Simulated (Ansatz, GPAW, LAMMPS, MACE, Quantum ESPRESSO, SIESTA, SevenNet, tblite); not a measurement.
## Glassy 39BaO-61TiO2 (mol %) (94 atoms) in Quantum ESPRESSO

Wanted: Quantum ESPRESSO inputs and outputs for glassy 39BaO-61TiO2 (mol %) (94 atoms), checked against a plane-wave reference.

Method: the method is named at each step, in Quantum ESPRESSO 7.5.

### Step 1. The structure

The cell holds 94 atoms: 14 Ba, 22 Ti and 58 O. Its edges and angles: a = 11.321 Å, b = 11.321 Å, c = 11.321 Å, α = 90.0°, β = 90.0°, γ = 90.0°. 94 atoms (14 Ba, 22 Ti, 58 O) placed at random at 4.7 g/cm³, melted at 4000 K for 10 ps at fixed volume with the Morse and Coulomb pair potential with partial charges (Pedone, Malavasi, Menziani, Cormack and Segre, J. Phys. Chem. B 110, 11780 (2006)). Quenched from 4000 K to 300 K at 50 K/ps and fixed volume, held 10 ps at zero pressure, then minimised at fixed cell.

The yardstick, on the same geometry:

- method: Kohn-Sham DFT, PBE, PAW, plane waves (Ansatz 0.2.0); cutoff 420 eV, Γ point, fermi-dirac smearing of 0.05 eV; PAW set soft_2
- r.m.s. force component: 0.7246 eV/Å
- longest force: 2.6 eV/Å
- pressure: 2.931 GPa
- gap (highest filled to lowest empty level): 2.473 eV
- SCF cycles: 12
- time: 39 s on 4 threads of Arm Neoverse V1, shared host
- CPU time: 2.4 min

### Step 2. PBE, sssp-1.3.0-efficiency, 60/480 Ry

Method: Kohn-Sham DFT, PBE, SSSP efficiency 1.3.0 pseudopotentials, plane waves.

pw.in reads:

```
&control
  calculation = 'scf'
  pseudo_dir = './pseudo'
  outdir = './tmp'
  disk_io = 'none'
  tprnfor = .true.
  tstress = .true.
/
&system
  ibrav = 0
  nat = 94
  ntyp = 3
  ecutwfc = 60
  ecutrho = 480
  nosym = .true.
  occupations = 'smearing'
  smearing = 'fd'
  degauss = 0.003675
/
&electrons
  conv_thr = 4.7e-07
  electron_maxstep = 100
  mixing_beta = 0.4
  mixing_mode = 'plain'
  diagonalization = 'david'
/
ATOMIC_SPECIES
Ba 137.327 Ba.upf
Ti 47.867 Ti.upf
O 15.999 O.upf
CELL_PARAMETERS angstrom
11.32140 0.00000 0.00000
0.00000 11.32140 0.00000
0.00000 0.00000 11.32140
ATOMIC_POSITIONS crystal
Ba 0.45480 0.16940 0.93968
Ba 0.27811 0.40285 0.35631
Ba 0.29567 0.68720 0.83529
Ba 0.80413 0.69844 0.22094
Ba 0.11542 0.77025 0.25360
Ba 0.09341 0.90347 0.00771
Ba 0.96184 0.62282 0.84804
Ba 0.64888 0.21663 0.23628
Ba 0.84399 0.21986 0.59701
Ba 0.66807 0.93688 0.69507
Ba 0.39373 0.69866 0.26553
Ba 0.33339 0.96294 0.63297
Ba 0.64697 0.40952 0.78263
Ba 0.12400 0.09930 0.44228
Ti 0.16940 0.18989 0.12639
Ti 0.88646 0.27490 0.97776
Ti 0.28369 0.46535 0.02695
Ti 0.49970 0.21904 0.53317
Ti 0.13592 0.19401 0.82485
Ti 0.03395 0.51469 0.10372
Ti 0.64042 0.69350 0.86762
Ti 0.42443 0.88088 0.00248
Ti 0.89781 0.04753 0.23188
Ti 0.63264 0.47676 0.40329
Ti 0.35428 0.39043 0.72218
Ti 0.00405 0.93135 0.72723
Ti 0.37894 0.02380 0.26904
Ti 0.78942 0.94532 0.96381
Ti 0.17599 0.69556 0.54840
Ti 0.57497 0.48836 0.08850
Ti 0.63266 0.91675 0.37478
Ti 0.48009 0.67180 0.58156
Ti 0.91552 0.85763 0.48961
Ti 0.07301 0.42557 0.61206
Ti 0.82846 0.62400 0.59980
Ti 0.94463 0.34962 0.32688
O 0.51280 0.02987 0.35171
O 0.75365 0.87798 0.47367
O 0.78264 0.38318 0.37815
O 0.35873 0.16222 0.50058
O 0.29753 0.79797 0.05449
O 0.91494 0.48871 0.63153
O 0.91177 0.18465 0.33937
O 0.47791 0.29292 0.67395
O 0.14213 0.50414 0.95220
O 0.52319 0.76343 0.96680
O 0.09746 0.81961 0.78939
O 0.32266 0.72685 0.60008
O 0.05620 0.29771 0.71159
O 0.24108 0.40124 0.60708
O 0.28600 0.14790 0.24206
O 0.80428 0.26211 0.84749
O 0.89982 0.97023 0.84712
O 0.26856 0.31628 0.07328
O 0.43311 0.98460 0.12264
O 0.84291 0.18269 0.09869
[... 34 atom lines left out ...]
O 0.65635 0.01772 0.93583
O 0.93836 0.99263 0.59188
O 0.36255 0.45440 0.87707
O 0.18984 0.53209 0.15755
K_POINTS gamma
```

Started as:

```console
$ OMP_NUM_THREADS=1 mpirun -np 4 pw.x -in pw.in > output.txt
```

Log:

```text
Program PWSCF
     gamma-point specific algorithms are used
     one sub-group per band group will be used
     scalapack distributed-memory algorithm (size of sub-group:  2*  2 procs)
     Parallelization info
     sticks:   dense  smooth     PW     G-vecs:    dense   smooth      PW
     Min        4367    2180    546               434903   153716   19202
     Max        4370    2182    547               434912   153726   19207
     Sum       17473    8725   2185              1739637   614893   76813
     bravais-lattice index     =            0
     lattice parameter (alat)  =      21.3943  a.u.
     unit-cell volume          =    9792.5772 (a.u.)^3
     number of atoms/cell      =           94
     number of atomic types    =            3
     number of electrons       =       752.00
     number of Kohn-Sham states=          451
     kinetic-energy cutoff     =      60.0000  Ry
     charge density cutoff     =     480.0000  Ry
     scf convergence threshold =      4.7E-07
     mixing beta               =       0.4000
     number of iterations used =            8  plain     mixing
     Exchange-correlation= SLA  PW   PBX  PBC
                           (   1   4   3   4   0   0   0)
     crystal axes: (cart. coord. in units of alat)
               a(1) = (   1.000000   0.000000   0.000000 )
               a(2) = (   0.000000   1.000000   0.000000 )
               a(3) = (   0.000000   0.000000   1.000000 )
     reciprocal axes: (cart. coord. in units 2 pi/alat)
               b(1) = (  1.000000  0.000000  0.000000 )
               b(2) = (  0.000000  1.000000  0.000000 )
               b(3) = (  0.000000  0.000000  1.000000 )
     PseudoPot. # 1 for Ba:
     Pseudo is Projector augmented-wave + core cor, Zval = 10.0
     PseudoPot. # 2 for Ti:
     Pseudo is Ultrasoft + core correction, Zval = 12.0
     PseudoPot. # 3 for O :
     Pseudo is Projector augmented-wave + core cor, Zval =  6.0
     atomic species   valence    mass     pseudopotential
     Ba               10.00   137.32700     Ba( 1.00)
     Ti               12.00    47.86700     Ti( 1.00)
     O                 6.00    15.99900     O ( 1.00)
     No symmetry found
   Cartesian axes
     number of k points=     1  Fermi-Dirac smearing, width (Ry)=  0.0037
                       cart. coord. in units 2pi/alat
        k(    1) = (   0.0000000   0.0000000   0.0000000), wk =   2.0000000
     Dense  grid:   869819 G-vectors     FFT dimensions: ( 150, 150, 150)
     Smooth grid:   307447 G-vectors     FFT dimensions: ( 108, 108, 108)
     Check: negative core charge=   -0.000004
     Initial potential from superposition of free atoms
     starting charge     729.7609, renormalised to     752.0000
     negative rho (up, down):  3.050E-02 0.000E+00
     Starting wfcs are  522 randomized atomic wfcs
     Self-consistent Calculation
     iteration #  1     ecut=    60.00 Ry     beta= 0.40
     negative rho (up, down):  1.374E-01 0.000E+00
     total energy              =  -11153.15630972 Ry
     estimated scf accuracy    <      19.14865652 Ry
     iteration #  2     ecut=    60.00 Ry     beta= 0.40
     negative rho (up, down):  2.196E-01 0.000E+00
     total energy              =  -11155.72979643 Ry
     estimated scf accuracy    <      13.02032050 Ry
     iteration #  3     ecut=    60.00 Ry     beta= 0.40
     negative rho (up, down):  3.521E-01 0.000E+00
     total energy              =  -11158.39088879 Ry
     estimated scf accuracy    <       1.51744856 Ry
     iteration #  4     ecut=    60.00 Ry     beta= 0.40
     negative rho (up, down):  3.726E-01 0.000E+00
     total energy              =  -11158.55181561 Ry
     estimated scf accuracy    <       0.34382242 Ry
     iteration #  5     ecut=    60.00 Ry     beta= 0.40
     negative rho (up, down):  2.887E-01 0.000E+00
     total energy              =  -11158.59058144 Ry
     estimated scf accuracy    <       0.11472169 Ry
     iteration #  6     ecut=    60.00 Ry     beta= 0.40
[...]
total energy              =  -11158.60323350 Ry
     estimated scf accuracy    <       0.07209467 Ry
[...]
c_bands:  1 eigenvalues not converged
[...]
total energy              =  -11158.61419307 Ry
[...]
iteration # 18     ecut=    60.00 Ry     beta= 0.40
[...]
total energy              =  -11158.61419319 Ry
     estimated scf accuracy    <       0.00000061 Ry
     iteration # 19     ecut=    60.00 Ry     beta= 0.40
[...]
total energy              =  -11158.61419328 Ry
     estimated scf accuracy    <       0.00000163 Ry
     iteration # 20     ecut=    60.00 Ry     beta= 0.40
     negative rho (up, down):  2.784E-02 0.000E+00
     End of self-consistent calculation
          k = 0.0000 0.0000 0.0000 ( 38407 PWs)   bands (ev):
   -49.5315 -49.2602 -49.2331 -49.1618 -49.0800 -49.0714 -49.0560 -48.9638
   -48.8998 -48.8630 -48.8286 -48.6907 -48.6870 -48.5682 -48.5149 -48.4581
   -48.4498 -48.4147 -48.3967 -48.2373 -48.2322 -47.6671 -25.9328 -25.8926
   -25.6968 -25.6472 -25.6357 -25.5640 -25.5474 -25.5362 -25.5109 -25.5079
   -25.5022 -25.4842 -25.4807 -25.4501 -25.4407 -25.4159 -25.3947 -25.3877
   -25.3722 -25.3515 -25.3112 -25.3004 -25.2930 -25.2890 -25.2594 -25.2315
[...]
11.4973  11.5374  11.5586  11.5772  11.5927  11.6167  11.6468  11.6578
    11.7225  11.7514  11.7877  11.8148  11.8319  11.8565  11.8853  11.9143
    11.9392  11.9669  11.9994  12.0332  12.0472  12.0632  12.0814  12.1335
    12.1490  12.2194  12.2241
     the Fermi energy is     8.6180 ev
!    total energy              =  -11158.61419330 Ry
     estimated scf accuracy    <       0.00000034 Ry
     smearing contrib. (-TS)   =      -0.00000000 Ry
     internal energy E=F+TS    =  -11158.61419330 Ry
     The total energy is F=E-TS. E is the sum of the following terms:
     one-electron contribution =   -2717.03230563 Ry
     hartree contribution      =    1726.93285070 Ry
     xc contribution           =   -1114.60411131 Ry
     ewald contribution        =   -3252.59281975 Ry
     one-center paw contrib.   =   -5801.31780731 Ry
     convergence has been achieved in  20 iterations
     negative rho (up, down):  2.784E-02 0.000E+00
     Forces acting on atoms (cartesian axes, Ry/au):
     atom    1 type  1   force =    -0.03464122    0.00146564    0.00884038
     atom    2 type  1   force =    -0.01794326    0.00169175   -0.00128557
     atom    3 type  1   force =     0.02129088   -0.02649689   -0.00945089
     atom    4 type  1   force =    -0.01316276   -0.00288352    0.01133960
     atom    5 type  1   force =    -0.00849596   -0.01498453    0.05823825
     atom    6 type  1   force =     0.00608238    0.06410513   -0.03179845
[...]
atom   92 type  3   force =    -0.02026338    0.07459265   -0.03951013
     atom   93 type  3   force =     0.01788961    0.00319654   -0.01994463
     atom   94 type  3   force =     0.03332682    0.02182152    0.06735884
     Total force =     0.466606     Total SCF correction =     0.000353
     Computing stress (Cartesian axis) and pressure
     negative rho (up, down):  2.784E-02 0.000E+00
          total   stress  (Ry/bohr**3)                   (kbar)     P=       28.73
   0.00026495  -0.00001490   0.00008484           38.97       -2.19       12.48
  -0.00001490   0.00016602  -0.00000589           -2.19       24.42       -0.87
   0.00008484  -0.00000589   0.00015504           12.48       -0.87       22.81
     Message from routine punch:
     Nothing written, as per user request (disk_io='none')
```

Elapsed: 11 min, on 4 MPI ranks of Arm Neoverse V1, shared host; peak memory 4.7 GiB.

Banners, paths, timers and routine set-up lines are dropped from the logs unmarked, and long logs keep their key lines alone; longer cuts are marked.

Against the reference:

```yaml
r_m_s_force_component: 0.7144 eV/Å
r_m_s_difference_of_force_components: 19.67 meV/Å
longest_difference_of_force_vectors: 101.4 meV/Å
force_difference_over_r_m_s_force: 2.714 %
slope_of_forces_against_the_reference_s: 0.9857
correlation_of_force_components: 0.9997
spacing_of_highest_filled_and_lowest_empty_level: 2.464 eV
gap_difference: -0.0091 eV
pressure: 2.873 GPa
pressure_difference: -0.0577 GPa
```

Length of the force difference by element (eV/Å):

| element | atoms | mean | most |
| --- | --- | --- | --- |
| Ba | 14 | 0.025 | 0.049 |
| O | 58 | 0.034 | 0.10 |
| Ti | 22 | 0.012 | 0.024 |

Levels nearest the highest filled one (eV from it): -0.58, -0.56, -0.52, -0.45, -0.39, -0.32, -0.29, -0.26, -0.23, -0.19, -0.04, 0.00, 2.46, 2.55, 2.62, 2.66, 2.68, 2.80, 2.84, 2.86, 2.87, 2.92, 2.98, 3.02.

A closer look about Ti22, picked at random: 9 atoms, nearest first, numbered in the order of the input, with positions taken from that point.

| atom | x | y | z | distance (Å) | bonds | Fx | Fy | Fz (eV/Å) |
| --- | --- | --- | --- | --- | --- | --- | --- | --- |
| Ti22 | 0.00 | 0.00 | 0.00 | 0.00 | 4 | -0.35 | -0.88 | -0.35 |
| O74 | -0.34 | 0.65 | -1.61 | 1.77 | 5 | -0.34 | 0.74 | -1.31 |
| O46 | 1.12 | -1.33 | -0.40 | 1.78 | 3 | 0.52 | -0.84 | -0.04 |
| O55 | 0.10 | 1.17 | 1.36 | 1.80 | 4 | 0.84 | 1.44 | 0.25 |
| O41 | -1.44 | -0.94 | 0.59 | 1.81 | 5 | -0.84 | -0.41 | 0.05 |
| O91 | 2.63 | 1.55 | -0.75 | 3.14 | 3 | -0.74 | 0.59 | -0.24 |
| Ba3 | -1.46 | -2.19 | -1.89 | 3.24 | 10 | 0.55 | -0.68 | -0.24 |
| Ba1 | 0.34 | 3.27 | -0.71 | 3.36 | 9 | -0.89 | 0.04 | 0.23 |
| Ti27 | -0.52 | 1.62 | 3.02 | 3.46 | 4 | 0.07 | -0.70 | -0.16 |

Forces lie 2.7 % from the reference's, at 17 times its CPU time.

### Step 3. Outcome

```
force difference from the reference : QE PBE, sssp-1.3.0-efficiency, 60/480 Ry, 2.7 %
its CPU time                        : 43 min
```

**Reading.** PBE on plane waves or a grid with other potentials, cutoffs or grids differs from the reference by 2.7 % (QE PBE, sssp-1.3.0-efficiency, 60/480 Ry) of the r.m.s. force; this holds the reference's own error, so differences of a few per cent don't tell which side is nearer the exact PBE result (QE's 60 Ry are 816 eV, against the reference's 420 eV). PBE gaps agree with the reference's 2.47 eV within 0.010 eV. The quench rate of 50 K/ps is many orders above laboratory rates, so the cell is likely richer in defects and strain than a real sample. The network of bonds at the start is that of the classical potential that made the cell, and needn't be the one that DFT or experiment would give. The reference's pressure of 2.9 GPa belongs to a cell and atoms that aren't relaxed at this level. The electronic-structure runs sample only Γ, in a cell whose shortest periodic width is 11 Å. Spin–orbit coupling is left out, which matters for the levels of the heavy elements.

[Also dropped from logs without a mark: logging warnings of Python, and SIESTA's first energy breakdown and zero terms.]

[Logs are printed without paths, hosts, clocks, repeated set-up lines and the standing remarks that a program may print on its own settings, such as how far it seeks lower states.]

[Hosts, paths, dates, database ids (printed as entryN), source tags and the programs' standing remarks are cut or masked in the printed files.]
